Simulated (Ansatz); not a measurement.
# Nb2NF2 monolayer: following an unstable mode, part 3 of 3

Which phase does Nb2NF2 monolayer fall into along its unstable mode, and how much energy does it gain?

Ansatz 0.2.0; DFT PBE, scalar-relativistic, plane waves, PAW.

So far. Step 4 (The mode frozen in, largest atomic shift 0.22 Å): The energy, extrapolated to zero smearing, is -4.93 meV/atom against the undistorted cell. Step 5 (Energy along the mode, all amplitudes (two of the runs …): The lowest of the steps tried is at 0.22 Å, 4.93 meV/atom below the parent; the bottom of the well need not coincide with a step.

**6. Relaxation from the frozen mode (continued)**

ELF in the ac plane at fractional y = 0.002, with atoms of N and Nb and F within 0.2 Å of it. It is the smooth field of the valence electrons, not physical close to the nuclei.

Ten even steps from '_' (0.00) to '@' (0.73), each cell a mean:
```
______________________________
______________________________
______________________________
______________________________
____..--==++==::______________
____==@@@@@@@@++::----::______
##%%++::::--::==@@##%%%%==##%%
##**==******##==::------==**##
==::--++****==--########==::--
______________--**##%%**--____
______________________________
______________________________
______________________________
______________________________
______________________________
______________________________
______________________________
______________________________
______________________________
______________________________
______________________________
______________________________
______________________________
______________________________
```
Columns run along a (5.6 Å), rows up along c (33.2 Å). Atoms in or near the plane, at fractional coordinates: N at (0.00, 0.71), Nb at (0.31, 0.67), Nb at (0.66, 0.73), F at (0.65, 0.63), F at (0.32, 0.77).

Valence density in the ac plane at fractional y = 0.002, with atoms of N and Nb and F within 0.2 Å of it. It is the smooth field of the valence electrons, not physical close to the nuclei.

Values in units of 1e0 e/Å³, 24 rows by 15 columns, each cell a mean:
```
0.0 0.0 0.0 0.0 0.0 0.0 0.0 0.0 0.0 0.0 0.0 0.0 0.0 0.0 0.0
0.0 0.0 0.0 0.0 0.0 0.0 0.0 0.0 0.0 0.0 0.0 0.0 0.0 0.0 0.0
0.0 0.0 0.0 0.0 0.0 0.0 0.0 0.0 0.0 0.0 0.0 0.0 0.0 0.0 0.0
0.0 0.0 0.0 0.0 0.0 0.0 0.0 0.0 0.0 0.0 0.0 0.0 0.0 0.0 0.0
0.0 0.0 0.0 0.1 0.2 0.2 0.1 0.0 0.0 0.0 0.0 0.0 0.0 0.0 0.0
0.0 0.1 0.2 1.3 5.1 6.3 2.3 0.5 0.4 0.7 0.7 0.3 0.1 0.1 0.0
1.9 1.2 0.5 0.2 0.2 0.3 0.3 0.7 2.7 4.2 4.1 2.5 0.8 0.9 1.7
1.2 0.9 0.8 1.9 2.9 2.9 1.8 0.6 0.3 0.3 0.3 0.3 0.3 0.6 1.1
0.1 0.2 0.4 1.3 2.1 2.1 1.1 0.4 1.3 4.3 4.4 1.5 0.3 0.2 0.1
0.0 0.0 0.0 0.0 0.0 0.0 0.0 0.1 0.6 1.9 1.9 0.6 0.1 0.0 0.0
0.0 0.0 0.0 0.0 0.0 0.0 0.0 0.0 0.0 0.0 0.0 0.0 0.0 0.0 0.0
0.0 0.0 0.0 0.0 0.0 0.0 0.0 0.0 0.0 0.0 0.0 0.0 0.0 0.0 0.0
0.0 0.0 0.0 0.0 0.0 0.0 0.0 0.0 0.0 0.0 0.0 0.0 0.0 0.0 0.0
0.0 0.0 0.0 0.0 0.0 0.0 0.0 0.0 0.0 0.0 0.0 0.0 0.0 0.0 0.0
0.0 0.0 0.0 0.0 0.0 0.0 0.0 0.0 0.0 0.0 0.0 0.0 0.0 0.0 0.0
0.0 0.0 0.0 0.0 0.0 0.0 0.0 0.0 0.0 0.0 0.0 0.0 0.0 0.0 0.0
0.0 0.0 0.0 0.0 0.0 0.0 0.0 0.0 0.0 0.0 0.0 0.0 0.0 0.0 0.0
0.0 0.0 0.0 0.0 0.0 0.0 0.0 0.0 0.0 0.0 0.0 0.0 0.0 0.0 0.0
0.0 0.0 0.0 0.0 0.0 0.0 0.0 0.0 0.0 0.0 0.0 0.0 0.0 0.0 0.0
0.0 0.0 0.0 0.0 0.0 0.0 0.0 0.0 0.0 0.0 0.0 0.0 0.0 0.0 0.0
0.0 0.0 0.0 0.0 0.0 0.0 0.0 0.0 0.0 0.0 0.0 0.0 0.0 0.0 0.0
0.0 0.0 0.0 0.0 0.0 0.0 0.0 0.0 0.0 0.0 0.0 0.0 0.0 0.0 0.0
0.0 0.0 0.0 0.0 0.0 0.0 0.0 0.0 0.0 0.0 0.0 0.0 0.0 0.0 0.0
0.0 0.0 0.0 0.0 0.0 0.0 0.0 0.0 0.0 0.0 0.0 0.0 0.0 0.0 0.0
```
Columns run along a (5.6 Å), rows up along c (33.2 Å). Atoms in or near the plane, at fractional coordinates: N at (0.00, 0.71), Nb at (0.31, 0.67), Nb at (0.66, 0.73), F at (0.65, 0.63), F at (0.32, 0.77).

The distorted start has space group P-3; the relaxation ends in P-3.

**7. The phases reached**

The phases reached along the modes that were followed are set side by side.

Energies are those of the first relaxation, on the mesh of the frozen mode; space group, volume and gap are those of the last relaxation. Phases, by row:

| mode frozen in | space group | energy from parent (meV/atom) | volume (Å³/atom) | gap on mesh (eV) | lowest zone-centre optical mode (cm⁻¹) | largest shift (Å) |
| --- | --- | --- | --- | --- | --- | --- |
| parent | P-3m1 | 0 | 61.62 | 0 | – | – |
| q = (0, -0.5, 0), 163i cm⁻¹ | P2_1/m | -27.91 | 59.03 | 0 | – | 0.304 |
| q = (0.333, 0.333, 0), 123i cm⁻¹ | P-3 | -15.24 | 59.82 | 0 | – | 0.353 |

**8. What came out**

```json
{"unstable mode of the parent": "q = (0.333, 0.333, 0), 122i cm⁻¹", "depth at the lowest point sampled": "4.93 meV/atom", "largest atomic shift at that point": "0.22 Å", "space group reached (within 0.01 Å)": "P-3", "energy gained over the parent (first relaxation, on the mesh of the frozen mode)": "15.2 meV/atom", "area per atom, phase reached": "1.80 Å²"}
```

What this shows: Along this mode the structure falls into P-3, 15.2 meV/atom below the parent. At the parent's cell the well is 4.933 meV/atom deep on the steps tried, with its lowest point at a shift of 0.22 Å. Relaxing atoms and cell changes the gain by +10.30 meV/atom against the lowest step (energies at zero smearing). Most of the total comes from this relaxation. The modes of the phase reached were not computed on this path. Of the 2 patterns followed to their end from this parent, this one ends 12.7 meV/atom above the lowest, P2_1/m. Each path keeps the symmetry of its pattern, so a lower phase may lie along a pattern not tried. With no gap, or one that is small against the smearing, the frequencies hang on the k mesh and the smearing, most of all near Kohn anomalies. The phonon runs are without spin polarisation, although the cell has an odd electron count. In a sheet or slab the interpolated bending branch near Γ is rough, since the rotational sum rule isn't imposed. The starting cell was built on a prototype and not taken from a measurement.

[Logs are printed without paths, hosts, clocks, repeated set-up lines and the standing remarks that a program may print on its own settings, such as how far it seeks lower states.]

[Hosts, paths, dates, database ids (printed as entryN), source tags and the programs' standing remarks are cut or masked in the printed files.]
